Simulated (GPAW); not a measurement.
# Mo2C(OH)2 MXene monolayer in an electric field

Wanted: the out-of-plane polarisability of Mo2C(OH)2 MXene monolayer.

Calculated with GPAW 26.7.0; GPAW, PAW setups; layer in a repeated cell with vacuum, relaxation of atoms and in-plane cell, in the first sound run; inputs show where later runs differ.

## 1. The starting structure

The cell holds 7 atoms: 2 H, 2 O, 2 Mo and 1 C. Cell: a = 3.025 Å, b = 3.025 Å, c = 20.479 Å, α = 90.0°, β = 90.0°, γ = 120.0°. Vacuum lies along c.

## 2. Relaxation

The atoms are relaxed first, since the surface dipole, and with it the work function, follows the positions of the outer layers.

The input, run.py:

```python
import json
import numpy as np
from ase import Atoms
from ase.filters import FrechetCellFilter
from ase.optimize import BFGS
from gpaw import GPAW, PW

slab = Atoms(
    ['H', 'O', 'Mo', 'C', 'Mo', 'O', 'H'],
    positions=[
        [-0.00000, 1.74633, 7.00000],
        [-0.00000, 1.74633, 7.98000],
        [1.51237, 0.87317, 9.04604],
        [0.00000, 0.00000, 10.23952],
        [-0.00000, 1.74633, 11.43300],
        [1.51237, 0.87317, 12.49904],
        [1.51237, 0.87317, 13.47904]],
    cell=[[3.02474, 0.0, 0.0], [-1.51237, 2.6195, 0.0], [0.0, 0.0, 20.479]],
    pbc=[True, True, True])

slab.calc = GPAW(mode=PW(600), xc='PBE', kpts={'size': (12, 12, 1), 'gamma': True},
                 occupations={'name': 'fermi-dirac', 'width': 0.05}, nbands='160%',
                 convergence={'density': 1e-05}, maxiter=200,
                 symmetry={'tolerance': 1e-3}, txt='slab.txt')
result = {}
# The in-plane cell is free; stress needs a cell that repeats along all three vectors
path = []
opt = BFGS(FrechetCellFilter(slab, mask=[1, 1, 0, 0, 0, 1]), maxstep=0.2)
opt.attach(lambda: path.append((slab.get_potential_energy(), slab.positions.tolist(), slab.get_forces().tolist())))
result['relaxed'] = bool(opt.run(fmax=0.02, steps=45))
result['path'] = path
result['cell'] = slab.cell.tolist()
print('in-plane lattice', slab.cell.cellpar().round(4)[[0, 1, 5]])
energy = slab.get_potential_energy()
fermi = slab.calc.get_fermi_level()
v = slab.calc.get_electrostatic_potential().mean((0, 1)) - fermi
n = slab.calc.get_pseudo_density().mean((0, 1))
L = slab.cell[2, 2]
z = np.arange(len(v)) * L / len(v)
low, high = slab.positions[:, 2].min(), slab.positions[:, 2].max()
below, above = np.interp([low - 4.8, high + 4.8], z, v)
slopes = [np.interp(x, z, np.gradient(v, z)) for x in (low - 4.8, high + 4.8)]
eps = np.array([[slab.calc.get_eigenvalues(k, s) for k in range(len(slab.calc.get_ibz_k_points()))]
                for s in range(slab.calc.get_number_of_spins())]) - fermi
top, bottom = eps[eps < 0].max(), eps[eps > 0].min()
dipole = slab.get_dipole_moment()[2]
print(f'energy {energy:.4f} eV, Fermi level {fermi:.4f} eV, dipole {dipole:.5f} e A')
print(f'potential 4.8 A off the faces, from the Fermi level: lower {below:.4f} eV, upper {above:.4f} eV')
print(f'slope of the potential there: lower {slopes[0]:.5f}, upper {slopes[1]:.5f} eV/A')
print(f'nearest levels on the mesh: {top:.4f} and {bottom:.4f} eV')
print('magnetic moment', round(slab.get_magnetic_moment(), 3))
result.update(energy=energy, fermi=fermi, dipole=dipole, below=below, above=above, slopes=slopes, edges=[top, bottom],
              z=z.tolist(), v=v.tolist(), n=n.tolist(), positions=slab.positions.tolist(),
              forces=slab.get_forces(apply_constraint=False).tolist(), moments=slab.get_magnetic_moments().tolist())
json.dump(result, open('result.json', 'w'))
```

Run with:

```
OMP_NUM_THREADS=1 OPENBLAS_NUM_THREADS=1 python run.py
```

Output:

```text
Step          Energy          fmax
BFGS:    0      -50.885324        3.925205
BFGS:    1      -51.499913        2.816235
BFGS:    2      -52.265916        1.568958
BFGS:    3      -51.244541        7.954979
BFGS:    4      -52.583101        1.121028
BFGS:    5      -52.649726        0.972033
BFGS:    6      -52.844202        0.350018
BFGS:    7      -52.876130        0.296209
BFGS:    8      -52.888636        0.220415
BFGS:    9      -52.906034        0.328723
BFGS:   10      -52.941935        0.541014
BFGS:   11      -52.998636        0.674377
BFGS:   12      -53.065866        0.893420
BFGS:   13      -53.090324        0.501299
BFGS:   14      -53.098594        0.013442
in-plane lattice [  3.2531   3.2531 120.    ]
energy -53.0867 eV, Fermi level 2.2511 eV, dipole 0.00066 e A
potential 4.8 A off the faces, from the Fermi level: lower 1.8622 eV, upper 1.8594 eV
slope of the potential there: lower -0.00666, upper 0.00790 eV/A
nearest levels on the mesh: -0.0014 and 0.0130 eV
magnetic moment 0.0
```

Wall time 25 min (1 thread of Arm Neoverse V1, shared host); peak memory 0.62 GiB.

This run has no spin polarisation, although Mo can carry a moment.

This step gave:

* dipole along the normal: 6.63e-4 e·Å
* levels nearest the Fermi level on the mesh: -0.001382, 0.01299 eV from the Fermi level

The electrostatic potential energy of an electron (without an applied field's), less the Fermi level, planar mean oscillates, so the rows of the table below give means over windows of 1.54 Å about each position, cut where the curve ends. Its maxima inside the range that stand out by 2 % of the span (Å: eV): 7.3: -0.0337, 8.4: -5.61, 9.9: -13.6, 10.6: -13.6, 12.1: -5.61, 13.1: -0.0420. Its minima: 7.0: -0.960, 8.0: -9.41, 9.3: -22.6, 10.2: -15.2, 11.2: -22.6, 12.5: -9.41, 13.5: -0.968.

Table of electrostatic potential energy of an electron (without an applied field's), less the Fermi level, planar mean by z; means over each step:

z (Å), electrostatic potential energy of an electron (without an applied field's), less the Fermi level, planar mean (eV) and a bar from the least value:
```
     0.77        1.9 ##############################
     2.31        1.9 ##############################
     3.85        1.8 ##############################
     5.39        1.5 #############################
     6.93       -0.4 ##########################
     8.47      -10.6 #########
    10.01      -16.1 
    11.55      -14.2 ###
    13.09       -3.0 ######################
    14.63        1.2 #############################
    16.17        1.8 ##############################
    17.71        1.9 ##############################
    19.25        1.9 ##############################
```

The pseudo valence density, planar mean oscillates, so the rows of the table below give means over windows of 1.19 Å about each position, cut where the curve ends. Its maxima inside the range that stand out by 2 % of the span (Å: e/Å³): 8.0: 0.838, 9.2: 1.55, 11.3: 1.55, 12.5: 0.838. Its minima: 8.5: 0.474, 10.2: 0.717, 11.9: 0.474.

Table of pseudo valence density, planar mean by z; means over each step:

z (Å), pseudo valence density, planar mean (e/Å³) and a bar:
```
     1.78       0.00 
     2.97       0.00 
     4.17       0.00 
     5.35       0.00 
     6.54       0.06 ##
     7.73       0.55 ###############
     8.93       0.97 ###########################
    10.12       0.83 #######################
    11.30       1.09 ##############################
    12.49       0.61 #################
    13.69       0.11 ###
    14.88       0.00 
    16.06       0.00 
    17.25       0.00 
    18.44       0.00
```

The relaxation lowered the energy of the cell by 2.23 eV (energies extrapolated to zero smearing; the optimiser's log prints free energies). The largest force left on a free atom is 0.013 eV/Å.

## 3. The slab's potential

With the geometry fixed, the planar mean of the potential gives the vacuum level on each side.

This step: GPAW, PAW setups; slab in vacuum (GPAW 26.7.0).

The input, run.py:

```python
import json
import numpy as np
from ase import Atoms
from gpaw import GPAW, PW

slab = Atoms(
    ['H', 'O', 'Mo', 'C', 'Mo', 'O', 'H'],
    positions=[
        [0.00000, 1.87816, 7.00000],
        [0.00000, 1.87816, 7.97514],
        [1.62653, 0.93908, 9.29078],
        [-0.00000, -0.00000, 10.24979],
        [0.00000, 1.87816, 11.20881],
        [1.62653, 0.93908, 12.52445],
        [1.62653, 0.93908, 13.49959]],
    cell=[[3.25307, 0.0, 0.0], [-1.62653, 2.81724, 0.0], [0.0, 0.0, 20.4996]],
    pbc=[True, True, False])

slab.calc = GPAW(mode=PW(500), xc='PBE', kpts={'size': (12, 12, 1), 'gamma': True},
                 occupations={'name': 'fermi-dirac', 'width': 0.05}, nbands='160%',
                 convergence={'density': 1e-05}, maxiter=200,
                 poissonsolver={'dipolelayer': 'xy'},
                 symmetry={'tolerance': 1e-3}, txt='slab.txt')
result = {}
energy = slab.get_potential_energy()
fermi = slab.calc.get_fermi_level()
v = slab.calc.get_electrostatic_potential().mean((0, 1)) - fermi
n = slab.calc.get_pseudo_density().mean((0, 1))
L = slab.cell[2, 2]
z = np.arange(len(v)) * L / len(v)
low, high = slab.positions[:, 2].min(), slab.positions[:, 2].max()
below, above = np.interp([low - 4.8, high + 4.8], z, v)
slopes = [np.interp(x, z, np.gradient(v, z)) for x in (low - 4.8, high + 4.8)]
eps = np.array([[slab.calc.get_eigenvalues(k, s) for k in range(len(slab.calc.get_ibz_k_points()))]
                for s in range(slab.calc.get_number_of_spins())]) - fermi
top, bottom = eps[eps < 0].max(), eps[eps > 0].min()
dipole = slab.get_dipole_moment()[2]
print(f'energy {energy:.4f} eV, Fermi level {fermi:.4f} eV, dipole {dipole:.5f} e A')
print(f'potential 4.8 A off the faces, from the Fermi level: lower {below:.4f} eV, upper {above:.4f} eV')
print(f'slope of the potential there: lower {slopes[0]:.5f}, upper {slopes[1]:.5f} eV/A')
print(f'nearest levels on the mesh: {top:.4f} and {bottom:.4f} eV')
print('magnetic moment', round(slab.get_magnetic_moment(), 3))
result.update(energy=energy, fermi=fermi, dipole=dipole, below=below, above=above, slopes=slopes, edges=[top, bottom],
              z=z.tolist(), v=v.tolist(), n=n.tolist(), positions=slab.positions.tolist(),
              forces=slab.get_forces(apply_constraint=False).tolist(), moments=slab.get_magnetic_moments().tolist())
json.dump(result, open('result.json', 'w'))
```

Output:

```text
energy -52.3790 eV, Fermi level 2.2237 eV, dipole -0.00014 e A
potential 4.8 A off the faces, from the Fermi level: lower 1.8986 eV, upper 1.9021 eV
slope of the potential there: lower -0.00802, upper 0.00802 eV/A
nearest levels on the mesh: -0.0030 and 0.0144 eV
magnetic moment 0.0
```

Elapsed: 1.8 min, on 1 thread; peak memory 0.29 GiB.

This step gave:

```yaml
dipole_along_the_normal: -1.38e-4 e·Å
levels_nearest_the_fermi_level_on_the_mesh: -0.002986, 0.01442 eV from the Fermi level
upper_work_function: 1.902 eV
lower_work_function: 1.899 eV
```

The electrostatic potential energy of an electron (without an applied field's), less the Fermi level, planar mean oscillates, so the rows of the table below give means over windows of 1.52 Å about each position, cut where the curve ends. Its maxima inside the range that stand out by 2 % of the span (Å: eV): 7.3: -0.00445, 8.4: -5.68, 10.0: -13.5, 10.5: -13.5, 12.1: -5.67, 13.2: -0.00108. Its minima: 7.0: -0.932, 8.0: -9.46, 9.3: -22.6, 10.2: -15.2, 11.2: -22.6, 12.5: -9.46, 13.5: -0.929.

Table of electrostatic potential energy of an electron (without an applied field's), less the Fermi level, planar mean by z; means over each step:

| z (Å) | electrostatic potential energy of an electron (without an applied field's), less the Fermi level, planar mean (eV) |
| --- | --- |
| 0.76 | 1.90 |
| 2.28 | 1.90 |
| 3.80 | 1.85 |
| 5.32 | 1.58 |
| 6.84 | -0.0423 |
| 8.36 | -9.13 |
| 9.88 | -16.7 |
| 11.40 | -15.1 |
| 12.92 | -3.72 |
| 14.44 | 1.04 |
| 15.96 | 1.78 |
| 17.48 | 1.89 |
| 19.00 | 1.91 |

The pseudo valence density, planar mean oscillates, so the rows of the table below give means over windows of 1.33 Å about each position, cut where the curve ends. Its maxima inside the range that stand out by 2 % of the span (Å: e/Å³): 8.0: 0.833, 9.3: 1.59, 11.2: 1.59, 12.5: 0.833. Its minima: 8.5: 0.474, 10.2: 0.717, 12.0: 0.474.

The pseudo valence density, planar mean by z; means over each step:

| z (Å) | pseudo valence density, planar mean (e/Å³) |
| --- | --- |
| 2.00 | 4.9e-5 |
| 3.33 | 2.4e-4 |
| 4.66 | 0.00104 |
| 5.99 | 0.0129 |
| 7.32 | 0.333 |
| 8.64 | 0.830 |
| 9.98 | 0.928 |
| 11.30 | 1.05 |
| 12.64 | 0.558 |
| 13.96 | 0.0618 |
| 15.30 | 0.00216 |
| 16.62 | 4.5e-4 |
| 17.95 | 9.8e-5 |

Force by atom:

| atom | x (eV/Å) | y (eV/Å) | z (eV/Å) | size |
| --- | --- | --- | --- | --- |
| H1 | 0.000 | 0.000 | -0.112 | 0.112 |
| O2 | 0.000 | 0.000 | 0.102 | 0.102 |
| Mo3 | 0.000 | 0.000 | 0.005 | 0.005 |
| C4 | 0.000 | 0.000 | 0.000 | 0.000 |
| Mo5 | 0.000 | 0.000 | -0.005 | 0.005 |
| O6 | 0.000 | 0.000 | -0.102 | 0.102 |
| H7 | 0.000 | 0.000 | 0.112 | 0.112 |

The potential is flat to 0.008 eV/Å where it is read, so the vacuum is wide enough.

## 4. Field on

A uniform field along the normal polarises the slab; the atoms stay fixed, so this is the electronic response alone.

run.py, as its differences from that of step 3:

```diff
@@ -4,2 +4,3 @@
 from gpaw import GPAW, PW
+from gpaw.external import ConstantElectricField
 
@@ -22,2 +23,3 @@
                  poissonsolver={'dipolelayer': 'xy'},
+                 external=ConstantElectricField(-0.2, [0, 0, 1]),
                  symmetry={'tolerance': 1e-3}, txt='slab.txt')
```

Output:

```text
energy -52.3924 eV, Fermi level 2.1899 eV, dipole -0.13067 e A
potential 4.8 A off the faces, from the Fermi level: lower 0.6906 eV, upper 3.2579 eV
slope of the potential there: lower -0.00334, upper 0.02271 eV/A
nearest levels on the mesh: -0.0138 and 0.0133 eV
magnetic moment 0.0
```

Run time: 7.9 min. Hardware: 1 thread; peak memory 0.61 GiB.

Numbers from this step:

```
dipole along the normal                                         : -0.1307 e·Å
levels nearest the Fermi level on the mesh                      : -0.01383, 0.01335 eV from the Fermi level
potential below the slab, the applied field's own ramp left out : 0.6906 eV from the Fermi level
potential above the slab, the applied field's own ramp left out : 3.258 eV from the Fermi level
```

The electrostatic potential energy of an electron (without an applied field's), less the Fermi level, planar mean oscillates, so the rows of the table below give means over windows of 0.5 Å about each position, cut where the curve ends. Its maxima inside the range that stand out by 2 % of the span (Å: eV): 7.31: -0.648, 8.45: -6.06, 9.97: -13.6, 10.53: -13.5, 12.15: -5.28, 13.19: 0.636, 20.03: 3.27. Its minima: 7.02: -1.65, 7.97: -9.95, 9.30: -22.8, 10.25: -15.2, 11.20: -22.4, 12.53: -8.98, 13.48: -0.221.

The electrostatic potential energy of an electron (without an applied field's), less the Fermi level, planar mean by z; means over each step:

| z (Å) | electrostatic potential energy of an electron (without an applied field's), less the Fermi level, planar mean (eV) |
| --- | --- |
| 0.0 | 1.51 |
| 0.5 | 0.773 |
| 1.0 | 0.693 |
| 1.5 | 0.692 |
| 2.0 | 0.691 |
| 2.5 | 0.689 |
| 3.0 | 0.686 |
| 3.5 | 0.680 |
| 4.0 | 0.668 |
| 4.5 | 0.645 |
| 5.0 | 0.599 |
| 5.5 | 0.508 |
| 6.0 | 0.305 |
| 6.5 | -0.303 |
| 7.0 | -1.31 |
| 7.5 | -2.22 |
| 8.0 | -8.53 |
| 8.5 | -7.33 |
| 9.0 | -17.4 |
| 9.5 | -20.0 |
| 10.0 | -14.4 |
| 10.5 | -14.3 |
| 11.0 | -19.7 |
| 11.5 | -16.9 |
| 12.0 | -6.60 |
| 12.5 | -7.57 |
| 13.0 | -1.03 |
| 13.5 | 0.124 |
| 14.0 | 1.39 |
| 14.5 | 2.24 |
| 15.0 | 2.64 |
| 15.5 | 2.88 |
| 16.0 | 3.03 |
| 16.5 | 3.13 |
| 17.0 | 3.19 |
| 17.5 | 3.23 |
| 18.0 | 3.25 |
| 18.5 | 3.26 |
| 19.0 | 3.27 |
| 19.5 | 3.27 |
| 20.0 | 3.19 |

Force by atom:

| atom | x (eV/Å) | y (eV/Å) | z (eV/Å) | size |
| --- | --- | --- | --- | --- |
| H1 | 0.000 | 0.000 | -0.084 | 0.084 |
| O2 | 0.000 | 0.000 | 0.040 | 0.040 |
| Mo3 | 0.000 | 0.000 | 0.045 | 0.045 |
| C4 | 0.000 | 0.000 | -0.009 | 0.009 |
| Mo5 | 0.000 | 0.000 | 0.031 | 0.031 |
| O6 | 0.000 | 0.000 | -0.158 | 0.158 |
| H7 | 0.000 | 0.000 | 0.133 | 0.133 |

The dipole is now -0.131 e Å, against -1.4e-4 in the run without a field.

## 5. In a field

run.py, as its differences from that of step 4:

```diff
@@ -23,3 +23,3 @@
                  poissonsolver={'dipolelayer': 'xy'},
-                 external=ConstantElectricField(-0.2, [0, 0, 1]),
+                 external=ConstantElectricField(-0.1, [0, 0, 1]),
                  symmetry={'tolerance': 1e-3}, txt='slab.txt')
```

Output:

```text
energy -52.3823 eV, Fermi level 2.2153 eV, dipole -0.06552 e A
potential 4.8 A off the faces, from the Fermi level: lower 1.2747 eV, upper 2.5628 eV
slope of the potential there: lower -0.00483, upper 0.01362 eV/A
nearest levels on the mesh: -0.0059 and 0.0141 eV
magnetic moment 0.0
```

Run time: 8.3 min. Hardware: 1 thread; peak memory 0.58 GiB.

Numbers from this step:

```yaml
dipole_along_the_normal: -0.06552 e·Å
levels_nearest_the_fermi_level_on_the_mesh: -0.005930, 0.01411 eV from the Fermi level
potential_below_the_slab_the_applied_field_s_own_ramp_left_out: 1.275 eV from the Fermi level
potential_above_the_slab_the_applied_field_s_own_ramp_left_out: 2.563 eV from the Fermi level
```

The electrostatic potential energy of an electron (without an applied field's), less the Fermi level, planar mean oscillates, so the rows of the table below give means over windows of 1.52 Å about each position, cut where the curve ends. Its maxima inside the range that stand out by 2 % of the span (Å: eV): 7.3: -0.326, 8.4: -5.87, 10.0: -13.5, 10.5: -13.5, 12.1: -5.48, 13.2: 0.319. Its minima: 7.0: -1.29, 8.0: -9.70, 9.3: -22.7, 10.2: -15.2, 11.2: -22.5, 12.5: -9.22, 13.5: -0.573.

Table of electrostatic potential energy of an electron (without an applied field's), less the Fermi level, planar mean by z; means over each step:

z (Å), electrostatic potential energy of an electron (without an applied field's), less the Fermi level, planar mean (eV) and a bar from the least value:
```
     0.76        1.4 ############################
     2.28        1.3 ############################
     3.80        1.2 ############################
     5.32        1.0 ############################
     6.84       -0.4 #########################
     8.36       -9.3 ############
     9.88      -16.8 
    11.40      -15.0 ###
    12.92       -3.4 #####################
    14.44        1.5 ############################
    15.96        2.4 ##############################
    17.48        2.5 ##############################
    19.00        2.6 ##############################
```

Force by atom:

| atom | x (eV/Å) | y (eV/Å) | z (eV/Å) | size |
| --- | --- | --- | --- | --- |
| H1 | 0.000 | 0.000 | -0.099 | 0.099 |
| O2 | 0.000 | 0.000 | 0.071 | 0.071 |
| Mo3 | 0.000 | 0.000 | 0.026 | 0.026 |
| C4 | 0.000 | 0.000 | -0.005 | 0.005 |
| Mo5 | 0.000 | 0.000 | 0.015 | 0.015 |
| O6 | 0.000 | 0.000 | -0.132 | 0.132 |
| H7 | 0.000 | 0.000 | 0.124 | 0.124 |

The dipole is now -0.0655 e Å, against -1.4e-4 in the run without a field.

## 6. In a field

run.py, as its differences from that of step 5:

```diff
@@ -23,3 +23,3 @@
                  poissonsolver={'dipolelayer': 'xy'},
-                 external=ConstantElectricField(-0.1, [0, 0, 1]),
+                 external=ConstantElectricField(-0.05, [0, 0, 1]),
                  symmetry={'tolerance': 1e-3}, txt='slab.txt')
```

Output:

```text
energy -52.3798 eV, Fermi level 2.2216 eV, dipole -0.03276 e A
potential 4.8 A off the faces, from the Fermi level: lower 1.5827 eV, upper 2.2269 eV
slope of the potential there: lower -0.00617, upper 0.01045 eV/A
nearest levels on the mesh: -0.0037 and 0.0143 eV
magnetic moment 0.0
```

It took 7.7 min on 1 thread; peak memory 0.6 GiB.

The electrostatic potential energy of an electron (without an applied field's), less the Fermi level, planar mean oscillates, so the rows of the table below give means over windows of 1.52 Å about each position, cut where the curve ends. Its maxima inside the range that stand out by 2 % of the span (Å: eV): 7.3: -0.164, 8.4: -5.77, 10.0: -13.5, 10.5: -13.5, 12.1: -5.58, 13.2: 0.158. Its minima: 7.0: -1.11, 8.0: -9.58, 9.3: -22.6, 10.2: -15.2, 11.2: -22.5, 12.5: -9.34, 13.5: -0.751.

The electrostatic potential energy of an electron (without an applied field's), less the Fermi level, planar mean by z; means over each step:

| z (Å) | electrostatic potential energy of an electron (without an applied field's), less the Fermi level, planar mean (eV) |
| --- | --- |
| 0.76 | 1.63 |
| 2.28 | 1.58 |
| 3.80 | 1.54 |
| 5.32 | 1.31 |
| 6.84 | -0.232 |
| 8.36 | -9.22 |
| 9.88 | -16.7 |
| 11.40 | -15.1 |
| 12.92 | -3.58 |
| 14.44 | 1.28 |
| 15.96 | 2.08 |
| 17.48 | 2.21 |
| 19.00 | 2.23 |

(Continued in part 2 of 2.)

[Logs are printed without paths, hosts, clocks, repeated set-up lines and the standing remarks that a program may print on its own settings, such as how far it seeks lower states.]

[Hosts, paths, dates, database ids (printed as entryN), source tags and the programs' standing remarks are cut or masked in the printed files.]
